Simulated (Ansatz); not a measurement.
# TiC (model cell, started as CsCl type): a soft mode frozen in

Which phase does TiC (model cell, started as CsCl type) fall into along its unstable mode, and how much energy does it gain?

Main program and level: Ansatz 0.2.0; DFT PBEsol, scalar-relativistic, plane waves, PAW.

Most raw output is cut from this account.

The structure was built from a prototype and need not be the compound's stable phase.

### Step 1. Starting point

Symmetry: Pm-3m, No. 221, cubic system. Conventional cell: a = 2.682 Å, b = 2.682 Å, c = 2.682 Å, α = 90.00°, β = 90.00°, γ = 90.00°. Ti has 8 C at 2.32 Å nearest. Nearest to C lie 8 Ti at 2.32 Å. Farther neighbours are not listed.

### Step 2. Phonons on a q mesh

The cell comes from relaxations at this level that are not shown. Stability and thermal properties need the whole zone. Linear response on a 4×4×4 q mesh gives force constants as far as a supercell of that size would.

File input.yaml:

```yaml
crystal:
  lattice:
    - [2.6818219351, 0.0, 0.0]
    - [0.0, 2.6818219351, 0.0]
    - [0.0, 0.0, 2.6818219351]
  atoms:
    - { symbol: Ti, position: [0.0, 0.0, 0.0] }
    - { symbol: C, position: [0.5, 0.5, 0.5] }
kpoints:
  mp_grid: { grid: [16, 16, 16] }
hamiltonian:
  xc: pbesol
scf:
  occupations: { method: methfessel_paxton, width: 0.15 }
output:
  eigenvalues: true
phonons:
  method: dfpt
  qmesh: [4, 4, 4]
  temperatures: { t_max: 1000, t_step: 50 }
  qpath:
    path:
      - [[0.0, 0.0, 0.0], [0.0, 0.5, 0.0], [0.5, 0.5, 0.0], [0.0, 0.0, 0.0], [0.5, 0.5, 0.5], [0.0, 0.5, 0.0]]
      - [[0.5, 0.5, 0.5], [0.5, 0.5, 0.0]]
    npoints: 10
```

Run with:

```console
ansatz run input.yaml --threads 4 --pin off --max-ram 7168MiB --backend cpu --events-out ev --progress --plain --runs-dir out
```

Run time: 3.4 min. Hardware: 4 threads of Arm Neoverse V1, shared host; peak memory 1.7 GiB.

This step gave:

```
volume per atom                                         : 9.644 Å³
gap on the k-mesh                                       : 0 eV
sum-rule residual before enforcement                    : 1.91e-5 eV/Å²
lowest frequency on the path                            : -369.2 cm⁻¹
point group                                             : m-3m
highest frequency on the path or at a solved wavevector : 419.1 cm⁻¹
highest optical mode at the zone centre (no LO-TO term) : 251.4 cm⁻¹
lowest optical zone-centre mode                         : 251.4 cm⁻¹
lowest mode on the q mesh (acoustic modes at Γ apart)   : -356.6 cm⁻¹
```

Frequencies (cm⁻¹) solved at each irreducible wavevector; negative means imaginary. Frequencies by wavevector, by row:

```csv
q in reciprocal lattice units,star,mode 1,mode 2,mode 3,mode 4,mode 5,mode 6
0 0 0,1,0,0,0,251.4,251.4,251.4
0 0 0.25,6,-225.1,-225.1,115.2,162.5,162.5,364.9
0 0 -0.5,3,-334,-334,-172.9,-172.9,145.1,398.3
0 0.25 0.25,12,-318.9,-133.2,-34,118.8,253.1,362.9
0 0.25 -0.5,12,-314.3,-275.4,-56.6,260.6,308.6,417.6
0 -0.5 -0.5,3,-356.6,-332.3,303.2,303.2,392.6,392.6
0.25 0.25 0.25,8,-177.2,-177.2,-156,-89,263.4,263.4
0.25 0.25 -0.5,12,-204.4,-50.9,48.4,249.8,282.1,403.6
0.25 -0.5 -0.5,6,-293.7,-108.4,268.7,268.7,343.2,343.2
-0.5 -0.5 -0.5,1,178.7,178.7,178.7,261.4,261.4,261.4
```

Interpolated from a 4×4×4 q mesh. The phonon branches at the labelled points (cm⁻¹):

```csv
point,branch 1,branch 2,branch 3,branch 4,branch 5,branch 6
Γ,0,0,0,251,251,251
halfway,-225,-225,115,162,162,365
X,-334,-334,-173,-173,145,398
halfway,-314,-275,-57,261,309,418
M,-357,-332,303,303,393,393
halfway,-319,-133,-34,119,253,363
Γ,0,0,0,251,251,251
halfway,-177,-177,-156,-89,263,263
R,179,179,179,261,261,261
halfway,-204,-51,48,250,282,404
X,-334,-334,-173,-173,145,398
jump to R,179,179,179,261,261,261
halfway,-294,-108,269,269,343,343
M,-357,-332,303,303,393,393
```

Symmetry leaves 10 wavevectors to solve. The lowest mode among them, the acoustic zeros apart, lies at q = (0, -0.5, -0.5) and is imaginary, 356.6i cm⁻¹, so the energy falls along it. Between them the interpolated path dips to 369i cm⁻¹.

### Step 3. The mode frozen in, largest atomic shift 0 Å

The mode followed lies at q = (0, 0, -0.5) with frequency 334.0i cm⁻¹ and is 2-fold degenerate, one of the unstable modes though not the softest. At small amplitude the distorted cell has space group no. 63 by a symmetry search on the positions. The undistorted cell that holds it gives the zero of energy on the same k mesh.

System of this step: TiC (model cell, started as CsCl type). The structure is cubic, space group Pm-3m (No. 221). The conventional cell has a = 2.682 Å, b = 2.682 Å, c = 2.682 Å, α = 90.00°, β = 90.00°, γ = 90.00°. Nearest to Ti lie 8 C at 2.32 Å. C has 8 Ti at 2.32 Å nearest. Farther neighbours are not listed.

File input.yaml:

```yaml
crystal:
  lattice:
    - [2.6818219351, 0.0, 0.0]
    - [0.0, 2.6818219351, 0.0]
    - [0.0, 0.0, 5.3636438702]
  atoms:
    - { symbol: Ti, position: [0.0, 0.0, 0.0] }
    - { symbol: Ti, position: [0.0, 0.0, 0.5] }
    - { symbol: C, position: [0.5, 0.5, 0.25] }
    - { symbol: C, position: [0.5, 0.5, 0.75] }
kpoints:
  mp_grid: { grid: [14, 14, 8] }
hamiltonian:
  xc: pbesol
scf:
  occupations: { method: methfessel_paxton, width: 0.15 }
output:
  forces: true
  stress: true
  eigenvalues: true
```

It took 1.8 s on 4 threads; peak memory 0.4 GiB.

Numbers from this step:

```
pressure                         : -0.02443 GPa
energy from the undistorted cell : 0 meV/atom
```

The run ends at a pressure of -0.02 GPa.

### Step 4. The mode frozen in, largest atomic shift 0.45 Å

The atoms are moved along the unstable eigenvector, the largest shift by 0.45 Å, with the cell fixed.

input.yaml, the sections that differ from step 3:

```yaml
crystal:
  lattice:
    - [2.6818219351, 0.0, 0.0]
    - [0.0, 2.6818219351, 0.0]
    - [0.0, 0.0, 5.3636438702]
  atoms:
    - { symbol: Ti, position: [0.1186499549, 0.1186499549, 0.0] }
    - { symbol: Ti, position: [-0.1186499549, -0.1186499549, 0.5] }
    - { symbol: C, position: [0.5, 0.5, 0.25] }
    - { symbol: C, position: [0.5, 0.5, 0.75] }
# kpoints, hamiltonian, scf, output: as in step 3
```

Run time: 2.9 s. Hardware: 4 threads; peak memory 0.46 GiB; 11 s of CPU time.

Numbers from this step:

```
pressure                         : 14.40 GPa
energy from the undistorted cell : -218.9 meV/atom
```

The energy, extrapolated to zero smearing, is -218.92 meV/atom against the undistorted cell.

The run ends at a pressure of 14.40 GPa, with forces up to 0.37 eV/Å.

### Step 5. Energy along the mode, all amplitudes (two of the runs are shown above)

An imaginary frequency means negative curvature, so the energy should fall and then rise again as anharmonic terms take over.

This step gave:

- depth at the lowest point sampled: 218.9 meV/atom
- largest atomic shift at that point: 0.45 Å

The energy from the parent by largest atomic shift:

```
largest atomic shift (Å)  energy from the parent (meV/atom)
                   0.000                                  0
                   0.040                              -7.58
                   0.080                              -27.4
                   0.140                              -68.0
                   0.220                               -126
                   0.320                               -188
                   0.450                               -219
                   0.600                              -84.1
```

Displacement at unit largest shift by atom:

```
atom   x (Å)   y (Å)  z (Å)   size
 Ti1   0.707   0.707  0.000  1.000
 Ti2  -0.707  -0.707  0.000  1.000
  C3   0.000   0.000  0.000  0.000
  C4   0.000   0.000  0.000  0.000
```

The lowest of the steps tried is at 0.45 Å, 219 meV/atom below the parent; the bottom of the well need not coincide with a step.

### Step 6. Relaxing from the distorted cell

Starting from the lowest point found, all atoms and the cell are let go, so that strain and other modes of the same symmetry can join in.

input.yaml: that of step 4 with these lines changed.

```diff
@@ -20 +20,6 @@
   eigenvalues: true
+relax:
+  adjacent_minimum: "off"
+  f_tol: 0.002
+  max_steps: 120
+  cell: { stress_tol: 0.03 }
```

It took 70 s on 4 threads; peak memory 0.52 GiB.

Relaxation path:

| step | energy less that of the first step (eV) | largest force component (eV/Å) | pressure (GPa) | volume (Å³) |
| --- | --- | --- | --- | --- |
| 1 | 0.0000 | 0.2629 | 14.40 | 38.58 |
| 2 | -0.2827 | 0.0547 | 3.06 | 40.49 |
| 3 | -0.5730 | 0.0612 | -4.46 | 41.91 |
| 4 | -0.8777 | 0.1021 | -10.79 | 43.13 |
| 5 | -1.2953 | 0.0082 | -13.31 | 43.27 |
| 6 | -1.8109 | 0.2384 | -12.70 | 42.44 |
| 7 | -2.3815 | 0.3301 | -8.33 | 40.44 |
| 8 | -2.6230 | 0.0501 | 0.69 | 38.08 |
| 9 | -2.6348 | 0.0024 | -0.11 | 38.27 |
| 10 | -2.6359 | 0.0016 | 0.10 | 38.26 |
| 11 | -2.6359 | 0.0005 | -0.09 | 38.28 |
| 12 | -2.6359 | 0.0001 | 0.00 | 38.27 |
| 13* | -3.0753 | 0.0105 | 10.22 | 38.27 |
| 14 | -3.2423 | 0.0048 | 4.49 | 38.92 |
| 15 | -3.2766 | 0.0051 | -0.94 | 39.64 |
| 16 | -3.2782 | 0.0002 | 0.02 | 39.51 |
| 17 | -3.2782 | 0.0001 | -0.01 | 39.51 |
| 18* | -3.2838 | 0.0008 | 0.18 | 39.51 |
| 19 | -3.2838 | 0.0001 | 0.01 | 39.53 |
| 20 | -3.2838 | 0.0002 | 0.00 | 39.53 |
| 21* | -3.2839 | 0.0002 | 0.00 | 39.53 |

Relaxation steps marked * repeat the geometry before them on a plane-wave basis chosen anew for their cell, so energy and pressure can jump there.

Forces are held to the 8 operations that the run works with; a distortion that breaks them can't arise in this run.

| cell as run | before | after | change |
| --- | --- | --- | --- |
| a (Å) | 2.682 | 3.127 | +16.6 % |
| b (Å) | 2.682 | 3.127 | +16.6 % |
| c (Å) | 5.364 | 4.667 | -13.0 % |
| γ (°) | 90.00 | 60.00 | -33.3 % |
| volume (Å³/atom) | 9.64 | 9.88 | +2.5 % |

The atoms that moved most (Å, as changes of fractional coordinates times the final cell):

| atom | dx | dy | dz | length |
| --- | --- | --- | --- | --- |
| Ti1 | 0.184 | 0.184 | 0.000 | 0.260 |
| Ti2 | -0.184 | -0.184 | 0.000 | 0.260 |

The relaxed structure:

```xyz
4
Lattice="3.0209 0.8094 0.0000 0.8094 3.0209 0.0000 0.0000 0.0000 4.6671" Properties=species:S:1:pos:R:3 pbc="T T T"
Ti    0.6384    0.6384    0.0000
Ti   -0.6384   -0.6384    2.3335
C     1.9152    1.9152    1.1668
C     1.9152    1.9152    3.5003
```

This step gave:

| Item | Value |
| --- | --- |
| pressure | 7.84e-5 GPa |
| volume per atom | 9.883 Å³ |

The distorted start has space group Cmcm; the relaxation ends in P6_3/mmc.

### Step 7. The new phase in its own primitive cell

The relaxed structure is symmetrised, reduced to its primitive cell and relaxed tightly, as its phonons need.

input.yaml, the sections that differ from step 6:

```yaml
crystal:
  lattice:
    - [3.1274340621, 0.0, 0.0]
    - [-1.563717031, 2.7084373464, 0.0]
    - [0.0, 0.0, 4.6670974428]
  atoms:
    - { symbol: Ti, position: [0.3333333333, 0.6666666667, 0.75] }
    - { symbol: Ti, position: [0.6666666667, 0.3333333333, 0.25] }
    - { symbol: C, position: [0.0, 0.0, 0.0] }
    - { symbol: C, position: [0.0, 0.0, 0.5] }
kpoints:
  mp_grid: { grid: [15, 15, 8] }
relax:
  adjacent_minimum: "off"
  f_tol: 0.001
  max_steps: 60
  cell: { stress_tol: 0.01 }
# hamiltonian, scf, output: as in step 6
```

It took 6 s on 4 threads; peak memory 0.42 GiB; 22 s of CPU time.

Little changed from the start: no atom moved by 0.005 Å and no cell edge by 0.1 %.

This step gave:

* pressure: -4.43e-4 GPa

The forces vanish by symmetry and the pressure is 0.000 GPa, within the tolerances set. The cell now holds 9.88 Å³/atom.

### Step 8. Modes of the new phase, k-mesh 15×15×8

A relaxed structure may still be a saddle point, so its zone-centre modes are computed. No field response is asked, since the mesh shows no gap.

input.yaml, the sections that differ from step 7:

```yaml
crystal:
  lattice:
    - [3.128049965, 0.0, 0.0]
    - [-1.5640249825, 2.708970734, 0.0]
    - [0.0, 0.0, 4.665274693]
  atoms:
    - { symbol: Ti, position: [0.3333333333, 0.6666666667, 0.75] }
    - { symbol: Ti, position: [0.6666666667, 0.3333333333, 0.25] }
    - { symbol: C, position: [0.0, 0.0, 0.0] }
    - { symbol: C, position: [0.0, 0.0, 0.5] }
output:
  eigenvalues: true
phonons:
  method: dfpt
# kpoints, hamiltonian, scf: as in step 7
# relax: removed
```

It took 50 s on 4 threads; peak memory 1.6 GiB.

Numbers from this step:

```yaml
sum_rule_residual_before_enforcement: 6.79e-6 eV/Å²
point_group: 6/mmm
highest_optical_mode_at_the_zone_centre_no_lo_to_term: 736.8 cm⁻¹
lowest_optical_zone_centre_mode: 314.8 cm⁻¹
```

Patterns of degenerate modes are one choice out of their space. Modes at Γ, with each element's share of the kinetic energy:

```
mode  frequency (cm⁻¹)  symmetry  Ti %  C %
   1               0.0  acoustic    80   20
   2               0.0  acoustic    80   20
   3               0.0  acoustic    80   20
   4             314.8       E2g   100    0
   5             314.8       E2g   100    0
   6             439.8       B1g   100    0
   7             473.1       A2u    20   80
   8             514.0       B2u     0  100
   9             571.5       E2u     0  100
  10             571.5       E2u     0  100
  11             736.8       E1u    20   80
  12             736.8       E1u    20   80
```

Displacements in mode 4 (314.8 cm⁻¹), the largest set to 1:
```
Ti1  0.00  1.00  0.00
Ti2  0.00 -1.00  0.00
C3   0.00  0.00  0.00
C4   0.00  0.00  0.00
```

Displacements in mode 9 (571.5 cm⁻¹), the largest set to 1:
```
Ti1  0.00  0.00  0.00
Ti2  0.00  0.00  0.00
C3   0.05  1.00  0.00
C4  -0.05 -1.00  0.00
```

Before it was imposed, the acoustic sum rule was missed by 6.8e-6 eV/Å². Small misses are needed for a sound result but don't prove that mesh and cutoff are converged. The lowest optical mode is real, 315 cm⁻¹.

### Step 9. Summary of results

- unstable mode of the parent: q = (0, 0, -0.5), 334i cm⁻¹
- depth at the lowest point sampled: 219 meV/atom
- largest atomic shift at that point: 0.45 Å
- space group reached (within 0.01 Å): P6_3/mmc
- energy gained over the parent (first relaxation, on the mesh of the frozen mode): 1040 meV/atom
- volume per atom, phase reached: 9.88 Å³
- lowest optical zone-centre mode, phase reached: 315 cm⁻¹
- highest optical mode at the zone centre (no LO-TO term), phase reached: 737 cm⁻¹

**Reading.** Along this mode the structure falls into P6_3/mmc, 1040 meV/atom below the parent. At the parent's cell the well is 218.9 meV/atom deep on the steps tried, with its lowest point at a shift of 0.45 Å. Relaxing atoms and cell changes the gain by +820.92 meV/atom against the lowest step (energies at zero smearing). Most of the total comes from this relaxation. The new phase has no imaginary mode at the zone centre of its cell; other wavevectors were not checked. Of the 4 patterns followed to their end from this parent, this one reaches the lowest energy. Each path keeps the symmetry of its pattern, so a lower phase may lie along a pattern not tried. With no gap, or one that is small against the smearing, the frequencies hang on the k mesh and the smearing, most of all near Kohn anomalies. The starting cell was built on a prototype and not taken from a measurement, so the phase need not exist.

[Logs are printed without paths, hosts, clocks, repeated set-up lines and the standing remarks that a program may print on its own settings, such as how far it seeks lower states.]

[Hosts, paths, dates, database ids (printed as entryN), source tags and the programs' standing remarks are cut or masked in the printed files.]
